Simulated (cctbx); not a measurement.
## Finding the light atoms

Cell a = 12.5340 Å, b = 6.7780 Å, c = 6.8100 Å, α = 90.00°, β = 121.94°, γ = 90.00°; space group C2/m (no. 12); content Nb2 Cu6 S12 O4 Li8. The heavier atoms are placed; Li is still missing.

The data are simulated with cctbx, not measured: synchrotron X-rays, λ = 0.6889 Å, to d = 0.6 Å, 80 % of the full sphere, strongest reflection 20000 counts, noise from counting, a 2 % proportional error and a noise floor of 4 counts (s.d.); no absorption.

Refinement without Li (map in e/Å³):

```text
Rint 0.028, 1256 unique reflections to 0.60 A
cycle     R1     wR2    GooF  max shift (A)
   1  0.1776  0.3293   7.566   0.04546
   2  0.0540  0.1126   2.588   0.00007
final R1 0.0540 wR2 0.1126 GooF 2.588  parameters 13  data/parameter 96.6
atom        x        y        z      Ueq    occ   su(xyz)  su(Uiso or U11)
Nb1    0.00000  0.00000  0.00000   0.0072  1.000  0.00000  0.0002
Cu1    0.25000  0.75000  0.50000   0.0153  1.000  0.00000  0.0002
Cu2    0.00000  0.50000  0.00000   0.0119  1.000  0.00000  0.0002
S1     0.02444  0.74660  0.78433   0.0157  1.000  0.00019  0.0002
S2     0.23054  0.50000  0.26492   0.0121  1.000  0.00027  0.0003
O1     0.23235  0.00000  0.25857   0.0144  1.000  0.00087  0.0009
difference map: max 8.41 min -3.06 rms 0.41
Q1    0.2500  0.2500  0.0000    4    8.68  2.40 A from S1
Q2    0.0000  0.0000  0.5000    2    8.34  2.48 A from S1
Q3    0.0000  0.5000  0.5000    2    7.93  2.45 A from S1
Q4    0.0352  0.5000  0.0388    4    4.68  0.38 A from Cu2
Q5    0.2322  0.2167  0.5098    8    2.97  0.35 A from Cu1
Q6    0.0327  0.0000  0.0368    4    2.57  0.35 A from Nb1
Q7    0.0058  0.2856  0.2571    8    1.67  0.40 A from S1
Q8    0.2377  0.5000  0.2270    4    1.37  0.32 A from S2
```

Simulated single-crystal data (cctbx): neutrons of λ = 1.17 Å, to d = 0.7 Å, 80 % of the full sphere, strongest reflection 5000 counts, noise from counting, a 2 % proportional error and a noise floor of 4 counts (s.d.); no absorption.

Refinement without Li (map in fm/Å³; only maxima are listed):

```text
Rint 0.026, 804 unique reflections to 0.70 A
cycle     R1     wR2    GooF  max shift (A)
   1  0.1804  0.3769   9.392   0.02381
   2  0.1456  0.3256   8.113   0.00006
final R1 0.1456 wR2 0.3256 GooF 8.113  parameters 13  data/parameter 61.8
atom        x        y        z      Ueq    occ   su(xyz)  su(Uiso or U11)
Nb1    0.00000  0.00000  0.00000   0.0081  1.000  0.00000  0.0008
Cu1    0.25000  0.75000  0.50000   0.0165  1.000  0.00000  0.0007
Cu2    0.00000  0.50000  0.00000   0.0131  1.000  0.00000  0.0008
S1     0.02362  0.74729  0.78266   0.0129  1.000  0.00092  0.0009
S2     0.23152  0.50000  0.26444   0.0109  1.000  0.00138  0.0012
O1     0.23277  0.00000  0.25831   0.0132  1.000  0.00074  0.0008
difference map: max 4.21 min -13.33 rms 0.54
Q1    0.0000  0.5000  0.0000    2    4.21  0.00 A from Cu2
Q2    0.2500  0.2500  0.5000    4    4.19  0.00 A from Cu1
Q3    0.0000  0.0000  0.0000    2    4.05  0.00 A from Nb1
Q4    0.0474  0.5000  0.4794    4    1.60  2.26 A from S1
Q5    0.9933  0.0000  0.3866    4    1.45  2.01 A from S1
Q6    0.1885  0.2443  0.9810    8    1.44  1.77 A from S1
Q7    0.0651  0.0000  0.5838    4    1.36  2.19 A from S2
Q8    0.2228  0.1722  0.0171    8    1.18  1.96 A from O1
```

**Question.** Where is Li, and which data fix it better?

Li sits at (1/4, 1/4, 0), (0, 0, 1/2) and (0, 1/2, 1/2). Adding it takes R1 from 0.054 to 0.033 with X-rays and from 0.146 to 0.037 with neutrons. Symmetry fixes its coordinates; the s.u. of its U is 0.0024 Å² with X-rays and 0.0008 Å² with neutrons. In the X-ray map Q1, Q2 and Q3 mark it. No listed neutron peak is on it. Natural Li has a negative scattering length, so it shows as a hole in the neutron map (minimum -13.3), not among the maxima.

Final neutron refinement:

```text
Rint 0.026, 804 unique reflections to 0.70 A
cycle     R1     wR2    GooF  max shift (A)
   1  0.1187  0.2236   5.582   0.01633
   2  0.0366  0.0711   1.775   0.00003
final R1 0.0366 wR2 0.0711 GooF 1.775  parameters 16  data/parameter 50.2
atom        x        y        z      Ueq    occ   su(xyz)  su(Uiso or U11)
Nb1    0.00000  0.00000  0.00000   0.0075  1.000  0.00000  0.0002
Cu1    0.25000  0.75000  0.50000   0.0156  1.000  0.00000  0.0001
Cu2    0.00000  0.50000  0.00000   0.0124  1.000  0.00000  0.0002
S1     0.02421  0.74720  0.78406   0.0158  1.000  0.00021  0.0002
S2     0.23055  0.50000  0.26428   0.0121  1.000  0.00030  0.0003
O1     0.23222  0.00000  0.25816   0.0145  1.000  0.00016  0.0002
Li1    0.25000  0.25000  0.00000   0.0234  1.000  0.00000  0.0005
Li2    0.00000  0.00000  0.50000   0.0275  1.000  0.00000  0.0008
Li3    0.00000  0.50000  0.50000   0.0246  1.000  0.00000  0.0008
difference map: max 1.51 min -1.45 rms 0.12
Q1    0.0412  0.5000  0.0477    4    1.52  0.44 A from Cu2
Q2    0.2345  0.2031  0.5246    8    0.96  0.45 A from Cu1
Q3    0.2386  0.5000  0.7477    4    0.69  0.39 A from O1
Q4    0.1946  0.0000  0.2604    4    0.62  0.48 A from O1
Q5    0.0333  0.0000  0.0280    4    0.55  0.36 A from Nb1
Q6    0.0059  0.2884  0.2721    8    0.51  0.44 A from S1
```

This is a model crystal, built by substitution and not relaxed, with assumed displacement parameters.

[Middle refinement cycles are left out of these outputs.]

[Logs are printed without paths, hosts, clocks, repeated set-up lines and the standing remarks that a program may print on its own settings, such as how far it seeks lower states.]
